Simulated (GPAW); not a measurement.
## A GW chain in GPAW: CaAlSiH (P3m1)

Wanted: ground state, empty states, screening and self-energy for CaAlSiH (P3m1).

Main program and level: GPAW 26.7.0; LDA and many-body steps on it, plane waves.

## (1) The structure

Symmetry: P3m1, No. 156, trigonal system. Conventional cell: a = 4.143 Å, b = 4.143 Å, c = 4.698 Å, α = 90.00°, β = 90.00°, γ = 120.00°. Nearest to Ca lie 3 H at 2.42 Å and 3 Si at 3.14 Å. Nearest to Al lie 1 H at 1.75 Å and 3 Si at 2.45 Å. Nearest to Si lie 3 Al at 2.45 Å and 3 Ca at 3.14 Å. H has 1 Al at 1.75 Å and 3 Ca at 2.42 Å nearest. Farther neighbours are not listed.

The cell and positions are those that the Materials Project relaxed with its own functionals (PBE, PBE+U or r2SCAN), kept fixed.

## (2) Ground state

This step: GPAW 26.7.0; DFT, LDA, plane waves, PAW.

The ground-state density comes first.

The input, run.py:

```python
import json
import numpy as np
from gpaw.mpi import world
from ase import Atoms
from gpaw import GPAW, PW, FermiDirac

atoms = Atoms(['Ca', 'Al', 'Si', 'H'],
    cell=[[4.1432802295, 0.0000000000, 0.0000000000],
      [-2.0716401148, 3.5881859337, 0.0000000000],
      [0.0000000000, 0.0000000000, 4.6982260000]],
    scaled_positions=[[0.0000000000, 0.0000000000, 0.9999210000],
      [0.6666666667, 0.3333333333, 0.4571120000],
      [0.3333333333, 0.6666666667, 0.5658920000],
      [0.6666666667, 0.3333333333, 0.0837750000]],
    pbc=(True, True, True))
calc = GPAW(mode=PW(600),
    xc='LDA',
    kpts={'size': (6, 6, 6), 'gamma': True},
    occupations=FermiDirac(0.001),
    nbands=-8,
    convergence={'density': 1e-6, 'bands': -3},
    maxiter=100,
    txt='gs.txt')
atoms.calc = calc
res = {'energy': atoms.get_potential_energy()}
kpts = calc.get_ibz_k_points()
res['kpts'] = kpts
res['eigenvalues'] = [calc.get_eigenvalues(kpt=k) for k in range(len(kpts))]
res['n_electrons'] = calc.get_number_of_electrons()
calc.write('gs.gpw')

if world.rank == 0:
    with open('result.json', 'w') as f:
        json.dump(res, f, default=lambda x: x.tolist())
```

Launch:

```
> mpirun -n 4 gpaw python run.py
```

Numbers of over 12 decimals in the logs are rounded to 6 here.

The log of the run:

```text
__  _  _
 | _ |_)|_||  |
 |__||  | ||/\| - 26.7.0

Input parameters:
  mode=PW(ecut=600.0),
  convergence={'density': 1e-06, 'bands': -3},
  kpts=MonkhorstPack(size=(6, 6, 6), gamma=True),
  maxiter=100,
  nbands=-8,
  occupations=Occupations(name='fermi-dirac', width=0.001, fixmagmom=False),
  xc=XC(name='LDA')
  [... matrices ...]
Diagonalizing LCAO Hamiltonian
Converting LCAO to pw mode

       Ca
         Si
             Al

             H

Atoms  # Å, Bohr magnetons
|   | symbol |         x |        y |        z |    initial magnetic moments |
| 0 |     Ca |  0.000000 | 0.000000 | 4.697855 | ( 0.0000,  0.0000,  0.0000) |
| 1 |     Al |  2.071640 | 1.196062 | 2.147615 | ( 0.0000,  0.0000,  0.0000) |
| 2 |     Si | -0.000000 | 2.392124 | 2.658689 | ( 0.0000,  0.0000,  0.0000) |
| 3 |      H |  2.071640 | 1.196062 | 0.393594 | ( 0.0000,  0.0000,  0.0000) |

Unit cell  # Å
| periodic |         x |        y |        z |  lengths |     angles |
|      yes |  4.143280 | 0.000000 | 0.000000 | 4.143280 |  90.000000 |
|      yes | -2.071640 | 3.588186 | 0.000000 | 4.143280 |  90.000000 |
|      yes |  0.000000 | 0.000000 | 4.698226 | 4.698226 | 120.000000 |

Number of symmetries: 6
Symmetry operations  # r_c * U_cc + t_c -> r_c
|   | kind |            matrix            |
| 0 |  σ   |  1, 1, 0,  0,-1, 0,  0, 0, 1 |
| 1 |  E   |  1, 0, 0,  0, 1, 0,  0, 0, 1 |
| 2 |  C3  |  0, 1, 0, -1,-1, 0,  0, 0, 1 |
| 3 |  σ   |  0,-1, 0, -1, 0, 0,  0, 0, 1 |
| 4 |  σ   | -1, 0, 0,  1, 1, 0,  0, 0, 1 |
| 5 |  C3  | -1,-1, 0,  1, 0, 0,  0, 0, 1 |

BZ-sampling:
  Number of BZ points: 216
  Number of IBZ points: 34

  Monkhorst-Pack size: [6, 6, 6]
  Monkhorst-Pack shift: [0.083333, 0.083333, 0.083333]

K-points  # in reciprocal-cell coordinates
|     |                                coordinates |     weight |
|   0 | (  0.00000000,   0.00000000,   0.00000000) | 0.00462963 |
|   1 | (  0.00000000,   0.00000000,   0.16666667) | 0.00925926 |
|   2 | (  0.00000000,   0.00000000,   0.33333333) | 0.00925926 |
|   3 | (  0.00000000,   0.00000000,   0.50000000) | 0.00462963 |
|   4 | (  0.16666667,   0.00000000,  -0.33333333) | 0.02777778 |
|   5 | (  0.16666667,   0.00000000,  -0.16666667) | 0.02777778 |
|   6 | (  0.16666667,   0.00000000,   0.00000000) | 0.02777778 |
|   7 | (  0.16666667,   0.00000000,   0.16666667) | 0.02777778 |
|   8 | (  0.16666667,   0.00000000,   0.33333333) | 0.02777778 |
|   9 | (  0.16666667,   0.00000000,   0.50000000) | 0.02777778 |
| ... |                                            |            |
|  33 | (  0.50000000,   0.50000000,   0.50000000) | 0.01388889 |

Plane wave coefficients: 2353
Cutoff: 600.0 eV

Spin-components: 1 (collinear spins)
Bands:           17
Projectors:      18
Spin-degeneracy: 2
Datatype:        complex128

  Storage: CPU
  Wave functions: 21_760_544 bytes (5_440_136 per core)
  Projectors: 39_680_992 bytes (9_920_248 per core)
  [... matrices ...]
Parallelization:
  kpt:    4
  domain: 1
  band:   1

Density:
  Valence electrons: 18.0
  Components: 1
  Grid points: [24 24 27]
  Charge: 0.0  # |e|

Potential:
  Grid points: [24 24 27]

species:
  Ca:
    name:    Calcium
    Z:       20.0
    valence: 10
    core:    10
    charge:  0.0  # [|e|]
    compensation charges:
      type: gauss
      rc: 0.37  # [Å]
      lmax: 2
    cutoffs:
      filter: 2.10  # [Å]
      core: 1.17  # [Å]
    projectors
    | kind |    occ | energy [eV] | rcut [Å] |
    |   3s |  2.000 |     -46.826 |    1.175 |
    |   4s |  2.000 |      -3.864 |    1.175 |
    |   3p |  6.000 |     -27.986 |    1.154 |
    |    p |        |      -0.774 |    1.154 |
    |    d |        |       0.000 |    0.937 |

    Using partial waves for Ca as LCAO basis

  Al:
    name:    Aluminium
    Z:       13.0
    valence: 3
    core:    10
    charge:  0.0  # [|e|]
    compensation charges:
      type: gauss
      rc: 0.34  # [Å]
      lmax: 2
    cutoffs:
      filter: 1.91  # [Å]
      core: 2.36  # [Å]
    projectors
    | kind |    occ | energy [eV] | rcut [Å] |
    |   3s |  2.000 |      -7.830 |    1.085 |
    |   3p |  1.000 |      -2.783 |    1.085 |
    |    s |        |      19.382 |    1.085 |
    |    p |        |      24.428 |    1.085 |
    |    d |        |       0.000 |    1.085 |

    Using partial waves for Al as LCAO basis

  Si:
    name:    Silicon
    Z:       14.0
    valence: 4
    core:    10
    charge:  0.0  # [|e|]
    compensation charges:
      type: gauss
      rc: 0.33  # [Å]
      lmax: 2
    cutoffs:
      filter: 1.86  # [Å]
      core: 2.06  # [Å]
    projectors
    | kind |    occ | energy [eV] | rcut [Å] |
    |   3s |  2.000 |     -10.878 |    1.058 |
    |   3p |  2.000 |      -4.162 |    1.058 |
    |    s |        |      16.334 |    1.058 |
    |    p |        |      23.049 |    1.058 |
    |    d |        |       0.000 |    1.058 |

    Using partial waves for Si as LCAO basis

  H:
    name:    Hydrogen
    Z:       1.0
    valence: 1
    core:    0
    charge:  0.0  # [|e|]
    compensation charges:
      type: gauss
      rc: 0.15  # [Å]
      lmax: 2
    cutoffs:
      filter: 0.85  # [Å]
      core: 0.53  # [Å]
    projectors
    | kind |    occ | energy [eV] | rcut [Å] |
    |   1s |  1.000 |      -6.353 |    0.476 |
    |    s |        |      20.858 |    0.476 |
    |    p |        |       0.000 |    0.476 |

    Using partial waves for H as LCAO basis

Reference energy: -32915.676303  # eV

eigensolver:
  PPCG
  Converge bands: -3
  niter=2

density mixing:
  MSR1-Mixer
  Pratt-step length: 0.05
  Maximum mixing coefficient: 0.75
  Old densities: 10
  SVD Regularization: 0.005
  Good broyden scale: 1.0
  Trust region scale: 1.0
  Backstep threshold: 4.0
  History deletion threshold: 6.0
  Fourier metric: weight=20.0, sigma=0.015

occupation numbers:
  Fermi-Dirac:
    width: 0.0010  # eV

poisson solver:
  ecut: 4800.0  # eV

xc functional:
  name: None

Initialization done in: 1.210 s

convergence criteria:
- Maximum integral of absolute [dens]ity change: 1e-06 electrons / valence electron
- Maximum [total energy] change in last 3 cyles: 0.0005 eV / valence electron
- Maximum integral of absolute [eigenst]ate change: 4e-08 eV^2 / valence electron
maximum number of iterations: 100

SCF iterations
|iter     |     time |      energy | eigst |  dens |
|iter:   1|  |  -18.048036 | +1.14 |       |
|iter:   2|  |  -18.049010 | +0.42 | -0.97 |
|iter:   3|  |  -17.780006 | -0.24 | -1.02 |
|iter:   4|  |  -17.702608 | -0.91 | -1.33 |
|iter:   5|  |  -17.683277 | -1.13 | -1.75 |
|iter:   6|  |  -17.683027 | -2.09 | -2.44 |
|iter:   7|  |  -17.682987c| -2.82 | -2.82 |
|iter:   8|  |  -17.682983c| -4.12 | -3.38 |
|iter:   9|  |  -17.682983c| -5.20 | -4.02 |
|iter:  10|  |  -17.682983c| -6.15 | -4.62 |
|iter:  11|  |  -17.682983c| -7.03 | -5.35 |
|iter:  12|  |  -17.682983c| -7.85c| -6.05c|

Converged in 12 steps
SCF loop duration: 8.097 s (0.675 s/step)
Energy contributions relative to reference atoms: (reference = -32915.676303)
  [... matrices ...]
Energy contributions:
  Kinetic:          15.791423
  Coulomb:         -11.069769
  Zero:             -0.599970
  External:          0.000000
  Xc:              -21.804667
  Entropy:          -0.000000
  Spinorbit:         0.000000
  ----------------------------
  Free energy:     -17.682983
  Extrapolated:    -17.682983

dipole moment: (-6.513689, -12.089728, 14.706230)  # |e|*Ang

Fermi level: 5.447
Eigenvalues  # (at kpt = [0.000, 0.000, 0.000])
| band index |      eig [eV] | occ [0-2] |
|          0 |       -35.588 |     2.000 |
|          1 |       -16.933 |     2.000 |
|          2 |       -16.833 |     2.000 |
|          3 |       -16.833 |     2.000 |
|          4 |        -4.729 |     2.000 |
|          5 |         0.688 |     2.000 |
|          6 |         3.306 |     2.000 |
|          7 |         4.304 |     2.000 |
|          8 |         4.304 |     2.000 |
|          9 |         6.671 |     0.000 |
|         10 |         7.769 |     0.000 |
|         11 |         7.769 |     0.000 |
|         12 |         8.507 |     0.000 |
|         13 |         8.507 |     0.000 |
|         14 |         9.005 |     0.000 |
|         15 |         9.005 |     0.000 |
|         16 |         9.155 |     0.000 |

Gap: 0.263 eV
Transition (v -> c):
  (s=0, k=3, n=8, [0.00, 0.00, 0.50]) -> (s=0, k=30, n=9, [0.50, 0.50, 0.00])
Direct/indirect transitions are different
Direct gap: 1.200 eV
Transition at: (s=0, k=30, n=8, [0.50, 0.50, 0.00])
# Writing to gs.gpw (mode='')
  [... matrices ...]
```

It took 12 s on 4 MPI ranks of Arm Neoverse V1, shared host; peak memory 0.69 GiB; 46 s of CPU time.

This step gave:

| Quantity | Value |
| --- | --- |
| total energy | -17.68 eV |
| gap | 0.2627 eV |
| k of the valence top | 0, 0, 0.5 |
| k of the conduction bottom | 0.5, 0.5, 0 |
| least direct gap | 1.200 eV |

The gap is indirect, with the least direct gap 0.94 eV higher.

## (3) Bands along the symmetry lines

Levels along a band path, at the cheap level, show where the edges lie and whether the meshes to come will hold them.

The input, run.py:

```python
import json
import numpy as np
from gpaw.mpi import world
from gpaw import GPAW

path = [[0.000000, 0.000000, 0.000000],
    [0.062500, 0.000000, 0.000000],
    [0.125000, 0.000000, 0.000000],
    [0.187500, 0.000000, 0.000000],
    [0.250000, 0.000000, 0.000000],
    [0.312500, 0.000000, 0.000000],
    [0.375000, 0.000000, 0.000000],
    [0.437500, 0.000000, 0.000000],
    [0.500000, 0.000000, 0.000000],
    [0.479167, 0.041667, 0.000000],
    [0.458333, 0.083333, 0.000000],
    [0.437500, 0.125000, 0.000000],
    [0.416667, 0.166667, 0.000000],
    [0.395833, 0.208333, 0.000000],
    [0.375000, 0.250000, 0.000000],
    [0.354167, 0.291667, 0.000000],
    [0.333333, 0.333333, 0.000000],
    [0.291667, 0.291667, 0.000000],
    [0.250000, 0.250000, 0.000000],
    [0.208333, 0.208333, 0.000000],
    [0.166667, 0.166667, 0.000000],
    [0.125000, 0.125000, 0.000000],
    [0.083333, 0.083333, 0.000000],
    [0.041667, 0.041667, 0.000000],
    [0.000000, 0.000000, 0.000000],
    [0.000000, 0.000000, 0.062500],
    [0.000000, 0.000000, 0.125000],
    [0.000000, 0.000000, 0.187500],
    [0.000000, 0.000000, 0.250000],
    [0.000000, 0.000000, 0.312500],
    [0.000000, 0.000000, 0.375000],
    [0.000000, 0.000000, 0.437500],
    [0.000000, 0.000000, 0.500000],
    [0.062500, 0.000000, 0.500000],
    [0.125000, 0.000000, 0.500000],
    [0.187500, 0.000000, 0.500000],
    [0.250000, 0.000000, 0.500000],
    [0.312500, 0.000000, 0.500000],
    [0.375000, 0.000000, 0.500000],
    [0.437500, 0.000000, 0.500000],
    [0.500000, 0.000000, 0.500000],
    [0.479167, 0.041667, 0.500000],
    [0.458333, 0.083333, 0.500000],
    [0.437500, 0.125000, 0.500000],
    [0.416667, 0.166667, 0.500000],
    [0.395833, 0.208333, 0.500000],
    [0.375000, 0.250000, 0.500000],
    [0.354167, 0.291667, 0.500000],
    [0.333333, 0.333333, 0.500000],
    [0.291667, 0.291667, 0.500000],
    [0.250000, 0.250000, 0.500000],
    [0.208333, 0.208333, 0.500000],
    [0.166667, 0.166667, 0.500000],
    [0.125000, 0.125000, 0.500000],
    [0.083333, 0.083333, 0.500000],
    [0.041667, 0.041667, 0.500000],
    [0.000000, 0.000000, 0.500000],
    [0.500000, 0.000000, 0.500000],
    [0.500000, 0.000000, 0.437500],
    [0.500000, 0.000000, 0.375000],
    [0.500000, 0.000000, 0.312500],
    [0.500000, 0.000000, 0.250000],
    [0.500000, 0.000000, 0.187500],
    [0.500000, 0.000000, 0.125000],
    [0.500000, 0.000000, 0.062500],
    [0.500000, -0.000000, 0.000000],
    [0.333333, 0.333333, 0.500000],
    [0.333333, 0.333333, 0.437500],
    [0.333333, 0.333333, 0.375000],
    [0.333333, 0.333333, 0.312500],
    [0.333333, 0.333333, 0.250000],
    [0.333333, 0.333333, 0.187500],
    [0.333333, 0.333333, 0.125000],
    [0.333333, 0.333333, 0.062500],
    [0.333333, 0.333333, 0.000000]]
calc = GPAW('gs.gpw').fixed_density(kpts=path,
    symmetry='off',
    nbands=19,
    convergence={'bands': 15},
    txt='bands.txt')
res = {}
kpts = calc.get_ibz_k_points()
res['kpts'] = kpts
res['eigenvalues'] = [calc.get_eigenvalues(kpt=k) for k in range(len(kpts))]
res['n_electrons'] = calc.get_number_of_electrons()

if world.rank == 0:
    with open('result.json', 'w') as f:
        json.dump(res, f, default=lambda x: x.tolist())
```

Launch:

```
> mpirun -n 4 gpaw python run.py
```

The log of the run:

```text
Diagonalizing LCAO Hamiltonian
Converting LCAO to pw mode
convergence criteria:
- Maximum integral of absolute [eigenst]ate change: 4e-08 eV^2 / valence electron
maximum number of iterations: 100

SCF iterations
|iter     |     time |      energy | eigst |  dens |
|iter:   1|  |             | +1.51 |       |
|iter:   2|  |             | +0.71 |       |
|iter:   3|  |             | -0.12 |       |
[...]
|iter:   8|  |             | -5.72 |       |
|iter:   9|  |             | -6.84 |       |
|iter:  10|  |             | -7.65c|       |
SCF steps: 10
  __  _  _
 | _ |_)|_||  |
 |__||  | ||/\| - 26.7.0

Input parameters:
  mode=PW(ecut=600.0),
  convergence={'bands': 15},
  gpts=array([24, 24, 27]),
  kpts=KPoints(kpts=array([[ 0.      ,  0.      ,  0.      ],
         [ 0.0625  ,  0.      ,  0.      ],
         [ 0.125   ,  0.      ,  0.      ],
         [ 0.1875  ,  0.      ,  0.      ],
[...]
[ 0.479167,  0.041667,  0.      ],
         [ 0.458333,  0.083333,  0.      ],
[...]
[ 0.416667,  0.166667,  0.      ],
[...]
[ 0.5     ,  0.      ,  0.0625  ],
         [ 0.5     , -0.      ,  0.      ],
[...]
[ 0.333333,  0.333333,  0.125   ],
         [ 0.333333,  0.333333,  0.0625  ],
         [ 0.333333,  0.333333,  0.      ]])),
  maxiter=100,
  nbands=19,
  occupations=Occupations(name='fermi-dirac', width=0.001, fixmagmom=False),
  parallel={},
  symmetry=Symmetry(point_group=False, time_reversal=False),
  xc=XC(name='LDA')
```

Elapsed: 21 s, on 4 MPI ranks; peak memory 0.79 GiB; 82 s of CPU time.

This step gave:

```yaml
gap: 0.2627 eV
k_of_the_valence_top: 0, 0, 0.5
k_of_the_conduction_bottom: 0.5, 0, 0
least_direct_gap: 1.200 eV
```

The gap is 0.263 eV, as in the run before at this level.

The electronic bands at the labelled points (eV, zero at the top of the highest filled band):

```csv
point,band 6,band 7,band 8,band 9,band 10,band 11,band 12,band 13
Γ,-4.58,-1.96,-0.96,-0.96,1.41,2.51,2.51,3.24
halfway,-5.10,-2.74,-1.56,-1.52,0.87,2.41,2.64,2.88
M,-6.78,-3.28,-1.92,-0.94,0.26,1.82,2.22,2.39
halfway,-6.75,-3.63,-2.54,-0.87,0.77,1.82,2.64,3.25
K,-6.88,-4.17,-2.66,-0.84,0.67,2.17,2.99,4.00
halfway,-5.28,-2.80,-2.24,-1.40,1.83,1.92,2.03,3.17
Γ,-4.58,-1.96,-0.96,-0.96,1.41,2.51,2.51,3.24
halfway,-5.67,-0.91,-0.76,-0.76,1.68,1.68,1.81,2.80
A,-6.57,-0.49,-0.49,0.00,1.31,1.31,2.09,2.09
halfway,-6.08,-3.32,-1.54,-1.29,1.23,2.43,2.64,3.32
L,-6.05,-4.75,-2.18,-2.10,0.97,2.50,3.77,3.80
halfway,-6.11,-4.66,-2.95,-2.04,1.80,2.31,3.65,3.87
H,-6.28,-4.54,-3.56,-1.91,1.23,3.37,3.78,3.92
halfway,-5.97,-3.60,-2.23,-1.41,1.97,2.65,2.78,2.90
A,-6.57,-0.49,-0.49,0.00,1.31,1.31,2.09,2.09
jump to L,-6.05,-4.75,-2.18,-2.10,0.97,2.50,3.77,3.80
halfway,-6.50,-4.00,-2.01,-1.55,0.34,2.40,2.85,3.50
M,-6.78,-3.28,-1.92,-0.94,0.26,1.82,2.22,2.39
jump to H,-6.28,-4.54,-3.56,-1.91,1.23,3.37,3.78,3.92
halfway,-6.64,-3.90,-3.67,-1.46,2.19,2.26,3.01,3.34
K,-6.88,-4.17,-2.66,-0.84,0.67,2.17,2.99,4.00
```

The electronic bands as a text plot (rows in eV, shown from -8.0 to 2.1 only):

```
    1.9 |    +++++++ ++++++   +++ +        +   + +++ +   +++ +
    1.5 |++            +   ++++++++++     + + +    +++      +
    1.1 |  ++         +              +++++   +        +        +
    0.6 |    ++  +++++                                 +        +
    0.2 |      ++                 *                  *  ++++
   -0.2 |                        * *                *
   -0.6 |           *         ******               ***
   -1.1 |**   ****** ***   *****   **             ***     **   **
   -1.5 |  ***          ****         **          *      **   **
   -1.9 |***  ***        *****        **** ****** **  *******
   -2.3 |  *     *      **          *   ***      *    *
   -2.7 |   *     *******                       * *             *
   -3.2 |    *****     *             *     *   *          **   *
   -3.6 |         *   *                     ***  *       *  ***
   -4.0 |          ***                *         *       *    ****
   -4.4 |*                 **          *    ****       *    *
   -4.8 | **             **  *          ****          *
   -5.3 |   *           *     *
   -5.7 |    *         *       *       *        *
   -6.1 |     *       *         *   *** ******** **   **    *
   -6.5 |      *     *           ***               ***  **   **
   -6.9 |       *****                                     **   **
   -7.4 |           *                       ***             *****
   -7.8 |       **** *                  ****   *      ******
         Γ      M   K       Γ     A      L   H      A|L   M|H   K
```

## (4) Empty states on the mesh, 3×3×2 mesh, 245 bands

The sums over transitions need many empty states on a uniform mesh; this step solves for them.

The input, run.py:

```python
import json
import numpy as np
from gpaw.mpi import world
from gpaw import GPAW

calc = GPAW('gs.gpw').fixed_density(kpts={'size': (3, 3, 2), 'gamma': True},
    parallel={'domain': 1, 'band': 1},
    txt='nscf.txt')
calc.diagonalize_full_hamiltonian(nbands=245)
calc.write('full.gpw', mode='all')
res = {}
kpts = calc.get_ibz_k_points()
res['kpts'] = kpts
res['eigenvalues'] = [calc.get_eigenvalues(kpt=k) for k in range(len(kpts))]
res['n_electrons'] = calc.get_number_of_electrons()

if world.rank == 0:
    with open('result.json', 'w') as f:
        json.dump(res, f, default=lambda x: x.tolist())
```

Launch:

```
> mpirun -n 4 gpaw python run.py
```

The log of the run:

```text
Diagonalizing LCAO Hamiltonian
Converting LCAO to pw mode
convergence criteria:
- Maximum integral of absolute [eigenst]ate change: 4e-08 eV^2 / valence electron
maximum number of iterations: 100

SCF iterations
|iter     |     time |      energy | eigst |  dens |
|iter:   1|  |             | +1.17 |       |
|iter:   2|  |             | +0.52 |       |
|iter:   3|  |             | -0.01 |       |
[...]
|iter:  16|  |             | -6.86 |       |
|iter:  17|  |             | -7.13 |       |
|iter:  18|  |             | -7.40c|       |
SCF steps: 18
  __  _  _
 | _ |_)|_||  |
 |__||  | ||/\| - 26.7.0

Input parameters:
  mode=PW(ecut=600.0),
  convergence={'density': 1e-06, 'bands': -3},
  gpts=array([24, 24, 27]),
  kpts=MonkhorstPack(size=(3, 3, 2), gamma=True),
  maxiter=100,
  nbands=17,
  occupations=Occupations(name='fermi-dirac', width=0.001, fixmagmom=False),
  parallel={'domain': 1, 'band': 1},
  xc=XC(name='LDA')
Matrix size: 2353x2353
# Writing to full.gpw (mode='all')
  [... matrices ...]

timing:  # [seconds]
  Total: 30.897  # ━━━━━━━━━━━━━━━━━━━━━━━━━━━━━━━━━━━━━━━━━━━━━━━━━━━━━━━━━━
```

Wall time 38 s (4 MPI ranks); peak memory 2 GiB; 2.5 min of CPU time.

Numbers from this step:

```
gap                                                           : 0.5925 eV
k of the valence top                                          : 0, 0, 0.5
k of the conduction bottom                                    : 0.3333, 0, 0
least direct gap                                              : 1.307 eV
k points computed                                             : 6
lowest point of the top converged band, above the valence top : 117.8330 eV
```

On this mesh the gap is 0.593 eV. The earlier step found 0.263 eV, so this mesh misses an edge.

(Continued in part 2 of 2.)

[Paths, hosts, dates, memory and timing lines, banners, echoed tables and standing remarks are left out of the program output.]

[Logs are printed without paths, hosts, clocks, repeated set-up lines and the standing remarks that a program may print on its own settings, such as how far it seeks lower states.]

[Runs of the session that timed out or met a known fault of the program may be left out.]

[Hosts, paths, dates, database ids (printed as entryN), source tags and the programs' standing remarks are cut or masked in the printed files.]
